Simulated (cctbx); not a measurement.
# What is wrong with this refinement?

Cell a = 4.0620 Å, b = 4.0620 Å, c = 8.4450 Å, α = 90.00°, β = 90.00°, γ = 90.00°; space group P4/nmm (no. 129, origin choice 1). The compound is SmV2Ag.

The data are simulated with cctbx, not measured: Cu Kα, λ = 1.54184 Å, to d = 0.83 Å, 70 % of the full sphere, strongest reflection 70000 counts, noise from counting, a 2 % proportional error and a noise floor of 4 counts (s.d.); no absorption.

An anisotropic refinement with weights 1/σ² prints:

```text
Rint 0.018, 100 unique reflections to 0.83 A
cycle     R1     wR2    GooF  max shift (A)
   1  0.2307  0.5495  46.004   0.01944
   3  0.0960  0.2568  21.499   0.00014
final R1 0.0960 wR2 0.2568 GooF 21.499  parameters 10  data/parameter 10.0
atom        x        y        z      Ueq    occ   su(xyz)  su(Uiso or U11)
Ag1    0.50000  0.00000  0.23673  -0.0128  1.000  0.00056  0.0022  NPD
Sm1    0.50000  0.50000  0.00000   0.0099  1.000  0.00000  0.0026
V1     0.50000  0.50000  0.50000   0.0084  1.000  0.00000  0.0048
V2     0.00000  0.50000  0.18400   0.0077  1.000  0.00199  0.0053
difference map: max 17.61 min -3.43 rms 1.65
Q1    0.0000  0.5000  0.7570    2   17.61  0.05 A from Ag1
Q2    0.0000  0.0000  0.5000    2    8.41  0.00 A from V1
Q3    0.0000  0.0000  0.0000    2    7.38  0.00 A from Sm1
Q4    0.0000  0.0000  0.3740    4    3.46  1.06 A from V1
Q5    0.0000  0.5000  0.0133    2    3.22  1.44 A from V2
Q6    0.0000  0.5000  0.2029    2    2.03  0.16 A from V2
```

**Question.** Can this result stand? If not, what is the likely fault?

Mend it. The fault: elements exchanged: Sm1 is Ag and Ag1 is Sm. Against the right model at the same level, R1 goes from 0.0054 to 0.0960 and GooF from 0.93 to 21.50, U of Ag1 shrinks from 0.0037 to -0.0128 Å², the top difference peak, 17.6 e/Å³, lies on Ag1 and Ag1 goes non-positive-definite. Sm1 has 15 electrons too many and its U swells to shed them, as expected; Ag1 has 15 electrons too few and its U shrinks to make up, as expected.

The compound is SmV2Ag. The right model at the same level gives:

```text
Rint 0.018, 100 unique reflections to 0.83 A
cycle     R1     wR2    GooF  max shift (A)
   1  0.0066  0.0147   1.229   0.00057
   2  0.0054  0.0111   0.929   0.00000
final R1 0.0054 wR2 0.0111 GooF 0.929  parameters 10  data/parameter 10.0
atom        x        y        z      Ueq    occ   su(xyz)  su(Uiso or U11)
Sm1    0.50000  0.00000  0.23613   0.0037  1.000  0.00002  0.0001
Ag1    0.50000  0.50000  0.00000   0.0038  1.000  0.00000  0.0001
V1     0.50000  0.50000  0.50000   0.0074  1.000  0.00000  0.0002
V2     0.00000  0.50000  0.18615   0.0076  1.000  0.00007  0.0002
difference map: max 0.28 min -0.30 rms 0.08
Q1    0.0000  0.0000  0.2463    4    0.28  2.03 A from Sm1
Q2    0.0000  0.5000  0.4929    2    0.25  2.03 A from V1
Q3    0.0000  0.5000  0.8409    2    0.24  0.65 A from Sm1
Q4    0.0000  0.0000  0.5725    4    0.21  0.61 A from V1
Q5    0.1068  0.3932  0.2519    8    0.20  0.83 A from V2
Q6    0.0000  0.5000  0.1847    2    0.19  0.01 A from V2
```

This is a model crystal, built by substitution and not relaxed, with assumed displacement parameters.

[Middle refinement cycles are left out of these outputs.]

[Logs are printed without paths, hosts, clocks, repeated set-up lines and the standing remarks that a program may print on its own settings, such as how far it seeks lower states.]
